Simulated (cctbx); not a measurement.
## Interatomic vectors of Y6InGaSe10S2

Space group P2_12_12 (no. 18), a = 13.8390 Å, b = 16.8310 Å, c = 4.0190 Å, α = 90.00°, β = 90.00°, γ = 90.00°, content In2 Y12 Se20 Ga2 S4.

Simulated single-crystal data (cctbx): Mo Kα, λ = 0.71073 Å, to d = 0.84 Å, 80 % of the full sphere, strongest reflection 70000 counts, noise from counting, a 6 % proportional error and a noise floor of 8 counts (s.d.); no absorption, some extinction.

Patterson synthesis, origin scaled to 1000:

```text
Patterson group P m m m
      u       v       w   height  length (A)
  0.000   0.000   0.000   1000.0     0.00
  0.360   0.000   0.000    259.5     4.98
  0.295   0.384   0.000    184.7     7.63
  0.238   0.500   0.500    183.6     9.26
  0.121   0.500   0.500    181.5     8.81
  0.500   0.285   0.500    164.2     8.65
  0.072   0.109   0.500    157.8     2.89
  0.209   0.336   0.500    155.8     6.66
  0.222   0.139   0.000    148.7     3.86
  0.442   0.500   0.500    131.4    10.60
  0.213   0.000   0.000    122.7     2.95
  0.134   0.139   0.000    120.1     2.99
  0.500   0.413   0.000    112.9     9.80
  0.273   0.111   0.500    109.0     4.67
```

Q: Assign the vectors.

A peak at u stands for all pairs with xi − xj = u, with weight Σ ZiZj against Σ Z² = 49120 at the origin. Peak heights follow these weights only roughly, since form factors, motion and series ripples differ, all vectors within 0.55 Å of a peak are counted as merged into it though the farther ones add only part of their weight, and F(000) is left out, which lowers the whole map:

| u | v | w | shortest length (Å) | height | 1000 ΣZiZj/ΣZ² | pairs in the cell |
| --- | --- | --- | --- | --- | --- | --- |
| 0.360 | 0.000 | 0.000 | 4.98 | 260 | 324 | 12 × Y–Se |
| 0.295 | 0.384 | 0.000 | 7.64 | 185 | 250 | 4 × Se–Se, 2 × Y–Y, 2 × Y–Ga, 4 × Se–S |
| 0.238 | 0.500 | 0.500 | 9.26 | 184 | 310 | 8 × Y–Se, 4 × Se–Se |
| 0.121 | 0.500 | 0.500 | 8.81 | 182 | 214 | 6 × Se–Se, 2 × Y–Y, 2 × S–S |
| 0.500 | 0.285 | 0.500 | 8.66 | 164 | 247 | 6 × Se–Se, 2 × Y–Y, 4 × Se–S |
| 0.072 | 0.109 | 0.500 | 2.90 | 158 | 187 | 6 × Y–Se, 2 × Y–S |
| 0.209 | 0.336 | 0.500 | 6.66 | 156 | 203 | 6 × Se–Se, 2 × Y–Y |
| 0.222 | 0.139 | 0.000 | 3.86 | 149 | 218 | 4 × Y–Y, 4 × Se–Se |
| 0.442 | 0.500 | 0.500 | 10.60 | 131 | 327 | 6 × Y–Y, 6 × Se–Se |
| 0.213 | 0.000 | 0.000 | 2.95 | 123 | 256 | 8 × Y–Se, 4 × Ga–S |

The table stops at ten peaks or at a height of 45, below which ripples compete. In the model behind the data In, the heaviest element, has 1 independent site: (0, 0, 0.6057), up to an allowed shift of origin. No listed peak is a In–In vector, so the position follows from the cell content and the cross vectors. The whole model:

| atom | mult. | x | y | z | Ueq (Å²) |
| --- | --- | --- | --- | --- | --- |
| In1 | 2 | 0 | 0 | 0.6057 | 0.0104 |
| Y1 | 4 | 0.8091 | 0.6411 | 0.2517 | 0.0093 |
| Y2 | 4 | 0.7492 | 0.8888 | 0.7333 | 0.0093 |
| Y3 | 4 | 0.5378 | 0.7244 | 0.7490 | 0.0093 |
| Se1 | 4 | 0.5178 | 0.8949 | 0.7599 | 0.0144 |
| Se2 | 4 | 0.8828 | 0.7420 | 0.7752 | 0.0113 |
| Se3 | 4 | 0.6816 | 0.7814 | 0.2432 | 0.0139 |
| Se4 | 4 | 0.6116 | 0.6151 | 0.2537 | 0.0071 |
| Se5 | 4 | 0.8926 | 0.9065 | 0.2359 | 0.0159 |
| Ga1 | 2 | 1/2 | 0 | 0.2535 | 0.0171 |
| S1 | 4 | 0.8050 | 0.5193 | 0.7587 | 0.0171 |

The model is made up (kin elements in a known structure type, no relaxation), so it says nothing on whether the phase exists.

[Logs are printed without paths, hosts, clocks, repeated set-up lines and the standing remarks that a program may print on its own settings, such as how far it seeks lower states.]
